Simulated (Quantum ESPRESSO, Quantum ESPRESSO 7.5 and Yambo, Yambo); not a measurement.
# NH4Br (P-43m): G0W0 with and without spin-orbit coupling

Wanted: the effect of spin-orbit coupling on the quasiparticle gap of NH4Br (P-43m).

Method: PBEsol and many-body steps on it, plane waves, in Quantum ESPRESSO 7.5 and Yambo 5.3.0.

**1. Set-up**

The structure is cubic, space group P-43m (No. 215). The conventional cell has a = 4.000 Å, b = 4.000 Å, c = 4.000 Å, α = 90.00°, β = 90.00°, γ = 90.00°. Nearest to H lie 1 N at 1.03 Å. Nearest to Br lie 4 H at 2.44 Å. N has 4 H at 1.03 Å nearest. Farther neighbours and most contacts between anions are not listed.

The cell and positions come from the Crystallography Open Database and are kept as given unless a step says otherwise.

**2. Empty states on the mesh, 4×4×4 mesh, 85 bands**

This step: Quantum ESPRESSO 7.5; DFT, PBEsol, plane waves, norm-conserving pseudopotentials.

The sums over transitions need many empty states on a uniform mesh; this step solves for them.

pw.in

```
&control
  calculation = 'nscf'
  prefix = 'x'
  outdir = 'o'
  pseudo_dir = 'pseudo'
/
&system
  ibrav = 0
  nat = 6
  ntyp = 3
  ecutwfc = 72.0
  nbnd = 85
  force_symmorphic = .true.
/
&electrons
  conv_thr = 1e-9
  electron_maxstep = 80
  diago_full_acc = .true.
  diago_thr_init = 5e-6
/
ATOMIC_SPECIES
  H 1.008 H.upf
  Br 79.904 Br.upf
  N 14.007 N.upf
CELL_PARAMETERS angstrom
  4.0000000000 0.0000000000 0.0000000000
  0.0000000000 4.0000000000 0.0000000000
  0.0000000000 0.0000000000 4.0000000000
ATOMIC_POSITIONS crystal
  H 0.1480000000 0.1480000000 0.1480000000
  H 0.1480000000 0.8520000000 0.8520000000
  H 0.8520000000 0.8520000000 0.1480000000
  H 0.8520000000 0.1480000000 0.8520000000
  Br 0.5000000000 0.5000000000 0.5000000000
  N 0.0000000000 0.0000000000 0.0000000000
K_POINTS automatic
  4 4 4 0 0 0
```

Launch:

```bash
> OMP_NUM_THREADS=1 mpirun -n 4 pw.x -nk 4 -in pw.in > pw.out
```

The log of the run:

```text
Program PWSCF v.7.5 starts

     This program is part of the open-source Quantum ESPRESSO suite
     for quantum simulation of materials; please cite
         "P. Giannozzi et al., J. Phys.:Condens. Matter 21 395502 (2009);
         "P. Giannozzi et al., J. Phys.:Condens. Matter 29 465901 (2017);
         "P. Giannozzi et al., J. Chem. Phys. 152 154105 (2020);
     in publications or presentations arising from this work. More details at

     Atomic positions and unit cell read from directory:
     o/x.save/

     Message from routine setup:
[...]
k = 0.0000 0.0000-0.5000 (  4436 PWs)   bands (ev):

[...]
52.6458  52.8001  53.0057  53.0057  53.0949  53.0949  53.3610  53.7325
    54.3928  55.3697  56.3153  56.3672  56.3672  57.6653  59.0821  61.6506
    61.6506  62.6753  62.6753  62.7005  62.7736

          k = 0.0000 0.2500 0.2500 (  4466 PWs)   bands (ev):

     [... further k-points ...]

     highest occupied, lowest unoccupied level (ev):     1.0790    5.1764

     XML data file, pseudopotentials, collected wavefunctions

=------------------------------------------------------------------------------=
   JOB DONE.
=------------------------------------------------------------------------------=
```

Wall time 7.6 s (4 MPI ranks of Arm Neoverse V2, shared host); peak memory 0.33 GiB.

This step gave:

- gap: 4.097 eV
- k of the valence top: 0, -0.5, -0.5
- k of the conduction bottom: 0, 0, 0
- least direct gap: 4.185 eV
- k points computed: 10
- lowest point of the top converged band, above the valence top: 59.1602 eV

On this mesh the gap is 4.097 eV.

The density comes from a self-consistent run that is not shown.

**3. Conversion and set-up**

This step: Yambo 5.3.0; conversion and set-up on PBEsol, plane waves, norm-conserving pseudopotentials.

The states are converted to the many-body program's format and the q mesh is built.

Launch:

```bash
> (cd o/x.save; p2y > p2y.log; mv SAVE ../..); yambo > setup.log
```

The log of the run:

```text
 Yambo, version 5.3.0

 [02] CORE Variables Setup
 =========================

  [02.01] Unit cells
  ==================

  Cell kind             :  CUB
  Atoms in the cell     :  H  Br  N
  number of H  atoms    :   4
  number of Br atoms    :  1
  number of N  atoms    :  1

  List of atomic masses
  Mass of H     :  1.008000
  Mass of Br    :  79.90400
  Mass of N     :  14.00700

  List of atomic coordinates    : [cc]
  H1       :  1.118718  1.118718  1.118718  order 1
  H2       :  1.118718  6.440187  6.440187  order 2
  H3       :  6.440187  6.440187  1.118718  order 3
[...]
IBZ Q-points                                      :  10
 BZ  Q-points                                      :   64

 K/Q-points units:
 rlu = crystal or reduced units; cc = cartesian coordinates; iku = interal k-units

 Q [ 1]         [rlu]:  0.000000  0.000000  0.000000
 Q [ 2]         [rlu]:  0.000000  0.000000  0.250000
 Q [ 3]         [rlu]:  0.000000  0.000000 -0.500000
[...]
Q [ 8]         [rlu]:  0.250000  0.250000 -0.500000
 Q [ 9]         [rlu]:  0.250000 -0.500000 -0.500000
 Q [10]         [rlu]: -0.500000 -0.500000 -0.500000

  [03.01] X indexes
  =================

   [03.01.01] Sigma indexes
   ========================

 [06] Game Over & Game summary
```

The job ended after 2.2 s (1 MPI rank; peak memory 0.25 GiB).

**4. Scalar-relativistic**

Now the one-shot GW correction: screening in the RPA, then the self-energy of the levels asked for.

This step: G0W0 on PBEsol, plane waves, norm-conserving pseudopotentials.

gw1.in

```
HF_and_locXC
gw0
dyson
ppa
em1d
rim_cut
RandQpts= 1000000
RandGvec= 1 RL
EXXRLvcs= 72 Ry
VXCRLvcs= 288 Ry
Chimod= "HARTREE"
% BndsRnXp
 1 | 85 |
%
NGsBlkXp= 8.5 Ry
% LongDrXp
 1 | 1 | 1 |
%
% GbndRnge
 1 | 85 |
%
DysSolver= "n"
ExtendOut
PPAPntXp= 27.21138 eV
% QPkrange
 6 | 6 | 7 | 10 |
 1 | 1 | 7 | 10 |
%
```

Launch:

```bash
> OMP_NUM_THREADS=1 mpirun -n 4 yambo -F gw1.in -J gw1 -C gw1 > gw1.log
```

The log of the run:

```text
 Yambo, version 5.3.0

 [02] CORE Variables Setup
 =========================

  [... cell, symmetries and grids as in the set-up ...]

  [02.05] Energies & Occupations
  ==============================

  [X] === General ===
  [X] Electronic Temperature                        :  0.000000  0.000000 [eV K]
  [X] Bosonic    Temperature                        :  0.000000  0.000000 [eV K]
  [X] Finite Temperature mode                       : no
  [X] El. density                                   :  0.25000E+24 [cm-3]
  [X] Fermi Level                                   :  1.079024 [eV]

  [X] === Gaps and Widths ===
  [X] Conduction Band Min                           :  4.097338 [eV]
  [X] Valence Band Max                              :  0.000000 [eV]
  [X] Filled Bands                                  :   8
  [X] Empty Bands                                   :    9   85
  [X] Direct Gap                                    :  4.184637 [eV]
  [X] Direct Gap localized at k                     :  1
  [X] Indirect Gap                                  :  4.097338 [eV]
  [X] Indirect Gap between kpts                     :   6   1
  [X] Last valence band width                       :  1.471107 [eV]
  [X] 1st conduction band width                     :  3.655939 [eV]

 [03] Transferred momenta grid and indexing
 ==========================================

 IBZ Q-points                                      :  10
 BZ  Q-points                                      :   64

 K/Q-points units:
 rlu = crystal or reduced units; cc = cartesian coordinates; iku = interal k-units

 Q [ 1]         [rlu]:  0.000000  0.000000  0.000000
 Q [ 2]         [rlu]:  0.000000  0.000000  0.250000
 Q [ 3]         [rlu]:  0.000000  0.000000 -0.500000
 Q [ 4]         [rlu]:  0.000000  0.250000  0.250000
 Q [ 5]         [rlu]:  0.000000  0.250000 -0.500000
 Q [ 6]         [rlu]:  0.000000 -0.500000 -0.500000
 Q [ 7]         [rlu]:  0.250000  0.250000  0.250000
 Q [ 8]         [rlu]:  0.250000  0.250000 -0.500000
 Q [ 9]         [rlu]:  0.250000 -0.500000 -0.500000
 Q [10]         [rlu]: -0.500000 -0.500000 -0.500000

 [04] Coloumb potential Random Integration (RIM)
 ===============================================

  [04.01] RIM initialization
  ==========================

  * Diagonal components only detected *

  8 x (sBL volume)        :  0.071792 [a.u.]
  sBZ random points       :  1000000
  Points outside the sBZ  :   7992674
  RL volume               :  0.574332 [a.u.]
  Integrated volume       :  0.574858 [a.u.]

  [04.02] RIM integrals
  =====================

  Gamma point sphere radius             :  0.075389 [a.u.]
  Points outside the sphere             :   799758
  [Int_sBZ(q=0) 1/q^2]*(Vol_sBZ)^(-1/3) =:  7.677921
                                 should be <:  7.795600

  Summary of Coulomb integrals for non-metallic bands |Q|[au] RIM/Bare

  Q [1] 0.100000E-4 0.984904 * Q [2] 0.207807 1.050352
  Q [4] 0.293884 1.049366 * Q [7] 0.359933 1.034451
  Q [3] 0.415615 1.019613 * Q [5] 0.464671 1.017741
  Q [8] 0.509022 1.015471 * Q [6] 0.587768 1.012059
  Q [9] 0.623422 1.010860 * Q [10] 0.719866 1.008585

 [05] Dipoles
 ============

  [05.01] Setup: observables and procedures
  =========================================

 [06] Dynamic Dielectric Matrix (PPA)
 ====================================

 [WR./gw1//ndb.pp]---------------------------------------------------------------
  Brillouin Zone Q/K grids (IBZ/BZ)                :   10   64   10   64
  RL vectors                                       :   5575 [WF]
  Coulomb cutoff potential                         : none
  Electronic Temperature                           :  0.000000 [K]
  Bosonic    Temperature                           :  0.000000 [K]
  PPA    diel. fun.  energies                      : Perdew, Burke & Ernzerhof SOL(X)+Perdew, Burke & Ernzerhof SOL(C)
  wavefunctions                                    : Perdew, Burke & Ernzerhof SOL(X)+Perdew, Burke & Ernzerhof SOL(C)
  Global Gauge                                     : length
  X matrix size                                    :  179
  X band range                                     :    1   85
  X e/h energy range                               : -1.000000 -1.000000 [eV]
  X Time ordering                                  : R
  X Hxc Kernel                                     : HARTREE
  X Drude frequency                                :  0.000000  0.000000
  X poles                                          :  100.0000 [o/o]
  RL vectors in the sum                            :   5575
  [r,Vnl] included                                 : yes
  Field direction                                  :  0.577350E-5  0.577350E-5  0.577350E-5
  BZ energy Double Grid                            : no
  BZ energy DbGd points                            : 0
  BZ Q point size factor                           : -1.000000
  X Optical Averaged directions                    : none

 [07] Local Exchange-Correlation + Non-Local Fock
 ================================================

 [VXC] Plane waves :   35585
 [EXS] Plane waves :   4553

 QP @ state[ 1 ] K range:  1  1
 QP @ state[ 1 ] b range:   7  10
 QP @ state[ 2 ] K range:   6   6
 QP @ state[ 2 ] b range:   7  10

 [xc] Functional : Perdew, Burke & Ernzerhof SOL(X)+Perdew, Burke & Ernzerhof SOL(C)
 [xc] LIBXC used to calculate xc functional
  PP Number of Atomic Species                      :  3
  NLCC RL compoments                               :   35585
  PP Number of Atomic Species                      :  3
  NLCC RL compoments                               :   35585

 [xc] E_xc :  -6.509624 [Ha]
      E_xc :  -13.01925 [Ry]

  Local XC kind (lXC) : Perdew, Burke & Ernzerhof SOL(X)+Perdew, Burke & Ernzerhof SOL(C)
  Non-Local XC kind (nlXC) : Hartree-Fock

  Corrections @ K [1] :  [eV]
 <7|nlXC|7> = -16.66518 -0.72572E-17 <7|lXC|7> = -12.99873 -0.11801E-16
 <8|nlXC|8> = -16.66521  0.33323E-17 <8|lXC|8> = -12.99873  0.000000
 <9|nlXC|9> = -5.012818 -0.13038E-17 <9|lXC|9> = -9.265701  0.47204E-16
 <10|nlXC|10> = -2.999239 -0.15611E-17 <10|lXC|10> = -7.167321 -0.28323E-15

  Corrections @ K [6] :  [eV]
 <7|nlXC|7> = -16.53422  0.28932E-17 <7|lXC|7> = -12.54733  0.11801E-16
 <8|nlXC|8> = -16.53186  0.24844E-16 <8|lXC|8> = -12.86961  0.000000
 <9|nlXC|9> = -4.391801 -0.25586E-18 <9|lXC|9> = -8.740475 -0.47204E-16
 <10|nlXC|10> = -4.300162  0.20348E-17 <10|lXC|10> = -8.981474 -0.23602E-16

 [08] Dyson equation: Newton solver
 ==================================

  [08.01] G0W0 (W PPA)
  ====================

  [  GW  ] Bands range     :    1   85
  [GW/PPA] G damping       :  0.100000 [eV]

  QP @ state[ 1 ] K range:  1  1
  QP @ state[ 1 ] b range:   7  10
  QP @ state[ 2 ] K range:   6   6
  QP @ state[ 2 ] b range:   7  10

   Sc/G bands                                       :    1   85
   Sc/G damping                                     :  0.100000 ev
   Sc bands terminator                              : no
   Sx RL components                                 :   4553

   QP @ state[ 1 ] K range                          :  1  1
   QP @ state[ 1 ] b range                          :   7  10
   QP @ state[ 2 ] K range                          :   6   6
   QP @ state[ 2 ] b range                          :   7  10
   GF energies kind                                 : Perdew, Burke & Ernzerhof SOL(X)+Perdew, Burke & Ernzerhof SOL(C)
   GF WF`s kind                                     : Perdew, Burke & Ernzerhof SOL(X)+Perdew, Burke & Ernzerhof SOL(C)
   Xs energies kind                                 : Perdew, Burke & Ernzerhof SOL(X)+Perdew, Burke & Ernzerhof SOL(C)
   Xs WF`s kind                                     : Perdew, Burke & Ernzerhof SOL(X)+Perdew, Burke & Ernzerhof SOL(C)

 [11] Game Over & Game summary
```

It took 35 s on 4 MPI ranks; peak memory 1.5 GiB; 2.2 min of CPU time.

Numbers from this step:

```yaml
g0w0_gap_on_the_points_computed: 6.446 eV
starting_gap_on_the_mesh: 4.097 eV
k_of_the_valence_top: 0, -0.5, -0.5
k_of_the_conduction_bottom: 0, 0, 0
least_direct_g0w0_gap_on_the_computed_points: 6.517 eV
z_at_the_valence_top: 0.8192
z_at_the_conduction_bottom: 0.8540
```

The gap on the mesh goes from 4.10 eV to 6.45 eV, a correction of +2.35 eV.

**5. Empty states on the mesh, 4×4×4 mesh, 170 bands**

This step: Quantum ESPRESSO 7.5; DFT, PBEsol with spin-orbit coupling, plane waves, norm-conserving pseudopotentials.

pw.in, as its differences from that of step 2:

```diff
@@ -11,4 +11,6 @@
   ecutwfc = 72.0
-  nbnd = 85
+  nbnd = 170
   force_symmorphic = .true.
+  noncolin = .true.
+  lspinorb = .true.
 /
```

Launch:

```bash
> OMP_NUM_THREADS=1 mpirun -n 4 pw.x -nk 4 -in pw.in > pw.out
```

The log of the run:

```text
[banner, memory and clock lines left out]
Program PWSCF v.7.5 starts

     Atomic positions and unit cell read from directory:
     o/x.save/

     Message from routine setup:
     using ibrav=0 with symmetry is DISCOURAGED, use correct ibrav instead

     G-vector sticks info

     bravais-lattice index     =            0
     lattice parameter (alat)  =       7.5589  a.u.
     unit-cell volume          =     431.8934 (a.u.)^3
     number of atoms/cell      =            6
     number of atomic types    =            3
     number of electrons       =        16.00
[...]
k = 0.0000 0.0000 0.2500 (  4472 PWs)   bands (ev):

[...]
[... 10 further rows ...]
[...]
61.2222  61.2222

          k = 0.0000 0.0000-0.5000 (  4436 PWs)   bands (ev):

[...]
32.8787  32.8787  33.1252  33.1252  33.1809  33.1809  33.8133  33.8133
     [... 10 further rows ...]
    61.6522  61.6522  62.6746  62.6746  62.6753  62.6753  62.7001  62.7001
    62.7779  62.7779

          k = 0.0000 0.2500 0.2500 (  4466 PWs)   bands (ev):

     [... further k-points ...]

     highest occupied, lowest unoccupied level (ev):     1.1551    5.1786

     XML data file, pseudopotentials, collected wavefunctions
```

Run time: 40 s. Hardware: 4 MPI ranks; peak memory 0.74 GiB; 2.7 min of CPU time.

This step gave:

| Item | Value |
| --- | --- |
| gap | 4.024 eV |
| k of the valence top | 0, 0, 0 |
| k of the conduction bottom | 0, 0, 0 |
| least direct gap | 4.024 eV |
| k points computed | 10 |
| lowest point of the top converged band, above the valence top | 59.0838 eV |

On this mesh the gap is 4.024 eV.

The density comes from a self-consistent run that is not shown, made with spin-orbit coupling and fully relativistic files.

(Continued in part 2 of 2.)

[Paths, hosts, dates, memory and timing lines, banners, echoed tables and standing remarks are left out of the program output.]

[Logs are printed without paths, hosts, clocks, repeated set-up lines and the standing remarks that a program may print on its own settings, such as how far it seeks lower states.]

[Runs of the session that timed out or met a known fault of the program may be left out.]

[Hosts, paths, dates, database ids (printed as entryN), source tags and the programs' standing remarks are cut or masked in the printed files.]
